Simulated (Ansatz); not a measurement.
# Grüneisen parameters and expansion of NaI (Fm-3m), part 2 of 4

Wanted: mode Grüneisen parameters of NaI and a free-energy fit over volumes.

Measurements to reproduce:
- volume expansion coefficient 135 1e-6/K near room temperature (given in “Descriptors for thermal expansion in solids”, 2017, arXiv:1701.03966)

Ansatz 0.2.0; DFT LDA, scalar-relativistic, plane waves, PAW.

So far. Step 2 (A first coarse run): The start is under -1.6 GPa at this level and looks like an insulator or semiconductor on this mesh. Step 5 (Relaxing to small residual forces and stress): The residual pressure is 2.7e-5 GPa, small enough for phonons.

**6. Lattice dynamics at this volume, V/V0 1**

The same q-mesh and k-mesh are kept at every volume, so that much of their error can cancel in the differences.

The input, input.yaml:

```yaml
crystal:
  lattice:
    - [0.0, 3.1298714961, 3.1298714961]
    - [3.1298714961, 0.0, 3.1298714961]
    - [3.1298714961, 3.1298714961, 0.0]
  atoms:
    - { symbol: Na, position: [0.0, 0.0, 0.0] }
    - { symbol: I, position: [0.5, 0.5, 0.5] }
kpoints:
  mp_grid: { grid: [8, 8, 8] }
hamiltonian:
  xc: lda
scf:
  occupations: { method: fixed }
output:
  eigenvalues: true
phonons:
  method: dfpt
  dielectric: true
  rigid_motions: translations
  qmesh: [4, 4, 4]
  temperatures: { t_max: 1000, t_step: 50 }
  qpath:
    path:
      - [[0.0, 0.0, 0.0], [0.5, 0.0, 0.5], [0.625, 0.25, 0.625]]
      - [[0.375, 0.375, 0.75], [0.0, 0.0, 0.0], [0.5, 0.5, 0.5], [0.5, 0.25, 0.75], [0.5, 0.0, 0.5]]
    npoints: 10
```

Run with:

```
$ ansatz run input.yaml --threads 4 --pin off --max-ram 16384MiB --backend cpu --events-out ev --progress --plain --runs-dir out
```

Numbers of over 12 decimals in the logs are rounded to 6 here.

What it wrote:

```text
[...]
Crystal: 2 atoms, lattice volume = 61.321 Å³
Basis set: ecut = 420 eV, 1243 PW (Γ), exchange–correlation on 60×60×60 points (8 copies of the dense FFT grid, shifted against one another)
Bands: 17, of which v1, the nominal top of the filled ones, is band 13 counted from 1 (12 counted from 0)
Symmetry: 48 space group operations
k-points: 59 of 512 (irreducible under 8 space group operations, time reversal used)
[...]
SCF iter   1: F=—  HF=-8825.016555 eV  |F-HF|=—  |Δ(HF+E_count)|=         —  Δρ=5.68e-3  dr2=7.73e-3  ethr=1.77e-3  ⟨swp⟩=5.1  Hψ=4560  notcnv=0  defer=112
[...]
SCF iter   7: F=-8825.011081 eV  HF=-8825.011081 eV  |F-HF|=6.73e-11  |Δ(HF+E_count)|=  5.02e-10  Δρ=2.94e-7  dr2=8.48e-11  ethr=1.00e-12  ⟨swp⟩=9.7  Hψ=6440  notcnv=0
SCF 1 converged in 7 iterations: F = -8825.011081 eV  dr2 = 8.48e-11
[...]
DFPT response loops at Γ: preconditioner auto → none (the input reference at scf.mixing.eps_inf says where Resta's filter doesn't serve); β = 0.50; Broyden in place of MSR1
── the response to a field inside a basis, on 8×8×8 k-points: an SCF that follows is theirs, and a resumed run solves both again ──
Bands: 14, of which v1, the nominal top of the filled ones, is band 13 counted from 1 (12 counted from 0)
k-points: 60 of 512 (irreducible under 12 space group operations)
[...]
Eigensolver: Dense (60 Hₖ)
SCF iter   1: F=—  HF=-8825.010203 eV  |F-HF|=—  |Δ(HF+E_count)|=         —  Δρ=7.01e-5  dr2=5.55e-7  ethr=1.00e-1
[...]
SCF iter   3: F=-8825.010203 eV  HF=-8825.010203 eV  |F-HF|=7.42e-10  |Δ(HF+E_count)|=   7.04e-8  Δρ=5.16e-6  dr2=6.53e-9  ethr=4.57e-10
SCF 1 converged in 3 iterations: F = -8825.010203 eV  dr2 = 6.53e-9
[...]
NSCF: frozen V_eff on 29 k-points
[...]
DFPT response loops at q = (0, 0, -0.5) (fractional): preconditioner auto → Resta (q_TF=auto, 2.365 Å⁻¹)  ε∞=4.1 (no band partly filled); β = 1.00, the filter's whole step (`scf.mixing.beta` (0.50) is not read by the response loops at its default; to damp them type it under 1.00, their step now; it binds the ground state too); Broyden in place of MSR1
[...]
SCF converged after 7 iterations
Free energy (F): -8825.011081 eV
[...]
Internal energy: -8825.011081 eV  (E = F + TS)
E sigma→0 (E₀):  -8825.011081 eV
Fermi energy:    3.750928 eV
[...]
--- Band table (eV; the first three rows and the last of 59) ---
  k-point 0: bands = [... 9 lower, -7.6562, 3.7509, 3.7509, 3.7509, 7.3711, 11.5877, 11.5877, 11.5877]
  k-point 1: bands = [... 9 lower, -7.5996, 3.1816, 3.6942, 3.6942, 7.9596, 11.1998, 11.7640, 11.7640]
  k-point 2: bands = [... 9 lower, -7.4564, 2.1863, 3.5646, 3.5646, 8.6693, 11.3276, 11.6890, 11.6890]
  k-point 58: bands = [... 9 lower, -7.1234, 2.0315, 2.0315, 2.5994, 9.6250, 11.2154, 11.2154, 11.7118]
--- Phonons (Γ-DFPT): 2 representative perturbations + reference, on 59 of 512 k-points (Σ response iterations 6) ---
  k mesh reduced under 8 symmetry operations, with k and −k counted as one. Each operation leaves every solved perturbation unchanged. A smaller set is not considered because the run solves the response to a homogeneous field
  ASR residual: 4.086e-4 → 0.000e0 eV/Å²; symmetrization residual: 3.496e-6 eV/Å²
  ASR residual per site (eV/Å²): 1.12e-4 4.09e-4
  Γ frequencies (cm⁻¹): 0.00 0.00 0.00 130.88 130.88 130.88
  ε∞ (high-frequency dielectric tensor):
        3.629055     0.000000    -0.000000
        0.000000     3.629055    -0.000000
       -0.000000    -0.000000     3.629055
  ε⁰ (static dielectric tensor: ions relaxed, cell fixed):
        6.893872    -0.000000    -0.000000
       -0.000000     6.893872     0.000000
       -0.000000     0.000000     6.893872
  ε⁰ − ε∞ (ionic part):
        3.264817    -0.000000     0.000000
       -0.000000     3.264817     0.000000
        0.000000     0.000000     3.264817
  softest optical mode at Γ: 130.88 cm⁻¹; the repairs (sum rule, projections) moved no ω² at Γ by more than (1.25 cm⁻¹)²
  Born effective charges Z* (e; rows j = field, columns β = displacement):
    site 0:
         1.16472   -0.00000   -0.00000
         0.00000    1.16472   -0.00000
         0.00000    0.00000    1.16472
    site 1:
        -1.16472    0.00000    0.00000
        -0.00000   -1.16472    0.00000
        -0.00000   -0.00000   -1.16472
  Z* charge neutrality: 4.961e-5 e pre-enforcement
  solved inside a basis spanned on kpoints, on 8×8×8 k-points, its susceptibility summed on 12×12×12: ε∞ is read to err by 8.1e-3, Z* by 1.7e-2 e (field_mesh: kpoints solves on kpoints); Z* is corrected for what the basis lacks
  optical modes at Γ without the LO–TO term, one row a degenerate level:
      ω (cm⁻¹)  modes    IR ((D/Å)²/amu)
        130.88      3             4.8239
  optical modes at Γ + LO–TO along q̂ = [1.0000, 0.0000, 0.0000]:
      ω (cm⁻¹)  modes    IR ((D/Å)²/amu)
        130.88      2             3.2160
        180.39      1             1.6080
  optical modes at Γ + LO–TO along q̂ = [0.0000, 1.0000, 0.0000]:
      ω (cm⁻¹)  modes    IR ((D/Å)²/amu)
        130.88      2             3.2160
        180.39      1             1.6080
  optical modes at Γ + LO–TO along q̂ = [0.0000, 0.0000, 1.0000]:
      ω (cm⁻¹)  modes    IR ((D/Å)²/amu)
        130.88      2             3.2160
        180.39      1             1.6080
--- Phonons (arbitrary-q DFPT): 8 irreducible q on the 4×4×4 mesh ---
  q = [0.0000, 0.0000, 0.0000] (star 1, of the zone-centre solve; hermiticity 5.70e-6, symmetrization 2.51e-12): 0.00 0.00 0.00 130.88 130.88 130.88
  q = [0.0000, 0.0000, 0.2500] (star 8, 2 solved perturbations on 288 of 512 k-point pairs; hermiticity 1.80e-6, symmetrization 6.52e-12): 39.40 39.40 57.30 128.44 128.44 180.53
[...]
q = [0.0000, 0.2500, 0.2500] (star 6, 4 solved perturbations in 528 linear systems a pass and spin channel, the states on 164 of 512 k-point pairs; hermiticity 3.76e-6, symmetrization 3.18e-12): 29.39 29.39 71.53 133.45 133.45 151.53
[...]
sum rule: each row above includes the acoustic sum rule's correction from the zone centre's row sums; it moved no ω² by more than (1.15 cm⁻¹)²
  mesh force constants: q→R imaginary residual 4.59e-18; ASR residual 4.086e-4 → 0.000e0 eV/Å²; symmetrization residual 9.992e-16 eV/Å²
  interpolated dispersion: 63 rows × 6 modes
  density of states and harmonic sums: on the 20×20×20 q-mesh, interpolated from the force constants of a 4×4×4 supercell (with the dipole–dipole term)
  largest difference from the sums on the solved wave vectors: F 1.46e-2 eV, S 1.86e-5 and C_V 4.00e-6 eV/K
  zero-point energy: 0.036204 eV/cell   skipped modes (ω ≤ 0): 3   left out of the sums: 6.25e-5 of the cell's modes: C_V's classical limit lies that fraction below 3 k_B per atom; for a crystal, a wire or a layer, F and S can be off by more, and a phonons.interpolated_qmesh denser along its periods is the remedy for the sampling
```

The job ended after 96 s (4 threads of Arm Neoverse V2, shared host; peak memory 1.3 GiB).

This step gave:

```yaml
gamma_frequencies: 0, 0, 0, 130.9, 130.9, 130.9 cm⁻¹ (negative: imaginary)
lowest_frequency_on_the_path: 0 cm⁻¹
zero_point_energy: 0.03620 eV/cell
point_group: m-3m
highest_frequency: 180.9 cm⁻¹
debye_temperature_from_the_second_moment: 200 K
```

LO-TO term included. The phonon branches at the labelled points (cm⁻¹):

```
    point  branch 1  branch 2  branch 3  branch 4  branch 5  branch 6
        Γ         0         0         0       131       131       180
  halfway        29        29        72       133       133       152
        X        37        37        57       135       135       142
  halfway        41        47        56       134       138       141
        U        49        54        63       132       140       144
jump to K        49        54        63       132       140       144
  halfway        35        50        67       124       136       170
        Γ         0         0         0       131       131       180
  halfway        39        39        57       128       128       180
        L        56        56        81       126       126       181
  halfway        55        59        72       129       133       159
        W        50        50        67       137       139       139
  halfway        42        54        56       136       137       141
        X        37        37        57       135       135       142
```

The phonon branches as a text plot (rows in cm⁻¹):

```
    177 |***                     *******************
    170 |   *                   *                   *
    162 |    **              ***                     **
    155 |      *            *                          *
    147 |       *         **                            *
    139 |        *****************                      *********
    132 |*******************      ***********       *****      **
    124 |                   ********         *********
    117 |
    109 |
    102 |
     94 |
     87 |
     79 |       *           ***                ******
     72 |      * *         *   *              *      ****
     64 |    **   **      *     *            *           ****
     57 |           ************ *          *  **********   *****
     49 |   *          * ****** * **       *  *         ***** *
     41 |             ***      * *          **               ****
     34 |  *    ******          * ***     **                    *
     26 |    ***                 *  *    **
     19 | * *                     ****   *
     11 |  *                         *  *
      4 |**                           **
         Γ           X  U|K            Γ         L        W     X
```

Tetrahedra on 20 20 20, mean over bins of 2 cm⁻¹. The phonon density of states by wavenumber; read off at these points:

```
wavenumber (cm⁻¹)  phonon density of states (1/cm⁻¹/cell)
              1.0                                  1.0e-5
              7.0                                  3.0e-4
             13.0                                 0.00179
             19.0                                 0.00454
             25.0                                 0.00915
             33.0                                  0.0221
             39.0                                  0.0501
             45.0                                  0.0622
             51.0                                  0.0835
             57.0                                   0.137
             63.0                                  0.0278
             69.0                                  0.0576
             71.0                                  0.0817
             75.0                                  0.0525
             81.0                                  8.6e-4
             87.0                                       0
             95.0                                       0
            101.0                                       0
            107.0                                       0
            113.0                                       0
            119.0                                       0
            125.0                                  0.0808
            131.0                                   0.145
            133.0                                   0.188
            137.0                                  0.0975
            143.0                                  0.0327
            149.0                                  0.0255
            157.0                                  0.0229
            163.0                                  0.0219
            169.0                                  0.0215
            175.0                                  0.0221
            181.0                                 0.00274
```

Harmonic. Thermo, by row:

```
T (K)  F_vib (meV/atom)  S (J/mol-atom/K)  C_V (J/mol-atom/K)
    0              18.1                 0                   0
   50             16.25             9.828               13.93
  100              7.82             22.07               20.79
  150             -6.04             30.98               22.91
  200            -23.91              37.7               23.76
  250            -44.88             43.05               24.17
  300            -68.37             47.48                24.4
  350            -93.97             51.25               24.54
  400            -121.4             54.53               24.64
  450            -150.4             57.44                24.7
  500            -180.9             60.05               24.75
  550            -212.6             62.41               24.78
  600            -245.5             64.56                24.8
  650            -279.5             66.55               24.82
  700            -314.5             68.39               24.84
  750            -350.4              70.1               24.85
  800            -387.1             71.71               24.86
  850            -424.7             73.22               24.87
  900              -463             74.64               24.88
  950              -502             75.98               24.89
 1000            -541.7             77.26               24.89
```

The modes has structure finer than the step of the table below, so its rows give means over 10 cm⁻¹, whole bins alone (the curve runs from -10 to 196 cm⁻¹). Peaks (cm⁻¹: height): I 56.2: 0.109, 71.7: 0.0682, 134.0: 0.0211; Na 132.7: 0.143.

Phonopy on the run's constants, 15x15x15 mesh, Gaussian sigma 2.0 cm⁻¹. Modes against wavenumber; means over each step; values in 1/cm⁻¹/cell:

```
wavenumber (cm⁻¹)        I       Na
                0   7.9e-5   1.4e-5
               10  0.00103   1.8e-4
               20  0.00481   8.0e-4
               30   0.0155  0.00250
               40   0.0423  0.00655
               50   0.0728  0.00781
               60   0.0701  0.00461
               70   0.0546  0.00265
               80   0.0132   3.8e-4
               90   8.3e-6        0
              100        0        0
              110        0        0
              120   5.0e-4   0.0136
              130   0.0130    0.123
              140  0.00886   0.0595
              150   9.7e-4   0.0242
              160   5.4e-4   0.0218
              170   8.9e-4   0.0206
              180   7.9e-4   0.0115
              190   2.9e-6   3.5e-5
```

Born charge (rows field, columns displacement) (e), principal values of the symmetric part by kind of site:

```
atom  atoms with these values    low  middle   high   mean
 Na1                        1   1.16    1.16   1.16   1.16
  I2                        1  -1.16   -1.16  -1.16  -1.16
```

In full for Na1:

```
1.16 0.00 0.00
0.00 1.16 0.00
0.00 0.00 1.16
```

ε∞:

```
3.63 0.00 0.00
0.00 3.63 0.00
0.00 0.00 3.63
```

No LO-TO term. Modes at Γ, with each element's share of the kinetic energy:

```
mode  frequency (cm⁻¹)  symmetry  Na %  I %
   1               0.0       T1u    15   85
   2               0.0       T1u    15   85
   3               0.0       T1u    15   85
   4             130.9       T1u    85   15
   5             130.9       T1u    85   15
   6             130.9       T1u    85   15
```

Displacements in mode 4 (130.9 cm⁻¹), the largest set to 1:
```
Na1  0.00 -0.41  1.00
I2   0.00  0.07 -0.18
```

No mode is imaginary beyond numerical noise at the solved wavevectors.

**7. A cell at another volume, V/V0 1.015**

Symmetry fixes every atom, so a single point at the scaled cell gives the energy and pressure of this member.

The cell differs from the one that the last finished run ended in (a 4.426 → 4.448 Å, b 4.426 → 4.448 Å, c 4.426 → 4.448 Å).

input.yaml, the sections that differ from step 6:

```yaml
crystal:
  lattice:
    - [0.0, 3.1454432524, 3.1454432524]
    - [3.1454432524, 0.0, 3.1454432524]
    - [3.1454432524, 3.1454432524, 0.0]
  atoms:
    - { symbol: Na, position: [0.0, 0.0, 0.0] }
    - { symbol: I, position: [0.5, 0.5, 0.5] }
output:
  forces: true
  stress: true
  eigenvalues: true
# kpoints, hamiltonian, scf: as in step 6
# phonons: removed
```

What it wrote:

```text
[...]
Crystal: 2 atoms, lattice volume = 62.241 Å³
Basis set: ecut = 420 eV, 1243 PW (Γ)
Bands: 17, of which v1, the nominal top of the filled ones, is band 13 counted from 1 (12 counted from 0)
Symmetry: 48 space group operations
[...]
k-points: 29 of 512
[...]
SCF iter   1: F=—  HF=-8825.015434 eV  |F-HF|=—  |Δ(HF+E_count)|=         —  Δρ=5.66e-3  dr2=7.93e-3  ethr=1.77e-3  ⟨swp⟩=5.1  Hψ=2262  notcnv=0  defer=53
[...]
SCF iter   6: F=-8825.010205 eV  HF=-8825.010205 eV  |F-HF|=9.00e-10  |Δ(HF+E_count)|=   1.68e-8  Δρ=1.38e-6  dr2=1.42e-9  ethr=2.49e-10  ⟨swp⟩=6.1  Hψ=2705  notcnv=0
SCF 1 converged in 6 iterations: F = -8825.010205 eV  dr2 = 1.42e-9
[...]
SCF converged after 6 iterations
Free energy (F): -8825.010205 eV
[...]
Internal energy: -8825.010205 eV  (E = F + TS)
E sigma→0 (E₀):  -8825.010205 eV
Fermi energy:    3.598259 eV
[...]
--- Stress (GPa, compression-positive) ---
       -0.298346       0.000000       0.000000
       -0.000000      -0.298346      -0.000000
        0.000000      -0.000000      -0.298346
  P = ⅓ Tr σ = -0.2983 GPa (-2.983 kbar)
--- Band table (eV; the first three rows and the last of 29) ---
  k-point 0: bands = [... 9 lower, -7.7633, 3.5983, 3.5983, 3.5983, 7.1722, 11.4369, 11.4369, 11.4369]
  k-point 1: bands = [... 9 lower, -7.7090, 3.0418, 3.5434, 3.5434, 7.7541, 11.0474, 11.6093, 11.6093]
  k-point 2: bands = [... 9 lower, -7.5717, 2.0687, 3.4180, 3.4180, 8.4805, 11.1364, 11.5249, 11.5249]
  k-point 28: bands = [... 9 lower, -7.2530, 1.9224, 1.9224, 2.4769, 9.4369, 11.0448, 11.0448, 11.5215]
```

The job ended after 0.53 s (4 threads; peak memory 0.32 GiB).

Numbers from this step:

```yaml
pressure: -0.2983 GPa
gap_on_the_k_mesh: 3.574 eV
volume_per_atom: 31.12 Å³
```

At this level the gap is 3.57 eV on the k-mesh of the self-consistent run, which can miss the band edges.

**8. Lattice dynamics at this volume, V/V0 1.015**

Phonons at this volume give one point of F(V, T); meshes stay fixed along the series.

input.yaml, the sections that differ from step 7:

```yaml
output:
  eigenvalues: true
phonons:
  method: dfpt
  dielectric: true
  rigid_motions: translations
  qmesh: [4, 4, 4]
  temperatures: { t_max: 1000, t_step: 50 }
  qpath:
    path:
      - [[0.0, 0.0, 0.0], [0.5, 0.0, 0.5], [0.625, 0.25, 0.625]]
      - [[0.375, 0.375, 0.75], [0.0, 0.0, 0.0], [0.5, 0.5, 0.5], [0.5, 0.25, 0.75], [0.5, 0.0, 0.5]]
    npoints: 10
# crystal, kpoints, hamiltonian, scf: as in step 7
```

What it wrote:

```text
[...]
Crystal: 2 atoms, lattice volume = 62.241 Å³
Basis set: ecut = 420 eV, 1243 PW (Γ), exchange–correlation on 60×60×60 points (8 copies of the dense FFT grid, shifted against one another)
Bands: 17, of which v1, the nominal top of the filled ones, is band 13 counted from 1 (12 counted from 0)
Symmetry: 48 space group operations
k-points: 59 of 512 (irreducible under 8 space group operations, time reversal used)
[...]
optical modes at Γ + LO–TO along q̂ = [0.0000, 1.0000, 0.0000]:
      ω (cm⁻¹)  modes    IR ((D/Å)²/amu)
        125.89      2             3.2530
        176.98      1             1.6265
  optical modes at Γ + LO–TO along q̂ = [0.0000, 0.0000, 1.0000]:
      ω (cm⁻¹)  modes    IR ((D/Å)²/amu)
        125.89      2             3.2530
        176.98      1             1.6265
--- Phonons (arbitrary-q DFPT): 8 irreducible q on the 4×4×4 mesh ---
[...]
interpolated dispersion: 63 rows × 6 modes
[...]
[key lines of the parts left out:]
SCF converged after 8 iterations
Free energy (F): -8825.010205 eV
Fermi energy:    3.598290 eV
```

It took 97 s on 4 threads; peak memory 1.3 GiB.

No mode is imaginary beyond numerical noise at the solved wavevectors. The highest zone-centre mode (no LO–TO term) moved by -3.8 % for a volume change of +1.5 %.

(Part 2 of 4 ends here.)

[Logs are printed without paths, hosts, clocks, repeated set-up lines and the standing remarks that a program may print on its own settings, such as how far it seeks lower states.]

[Hosts, paths, dates, database ids (printed as entryN), source tags and the programs' standing remarks are cut or masked in the printed files.]

[A step with changed settings may run another functional than the one named; its input shows which.]

[Of the runs on displaced cells, only some may be shown.]
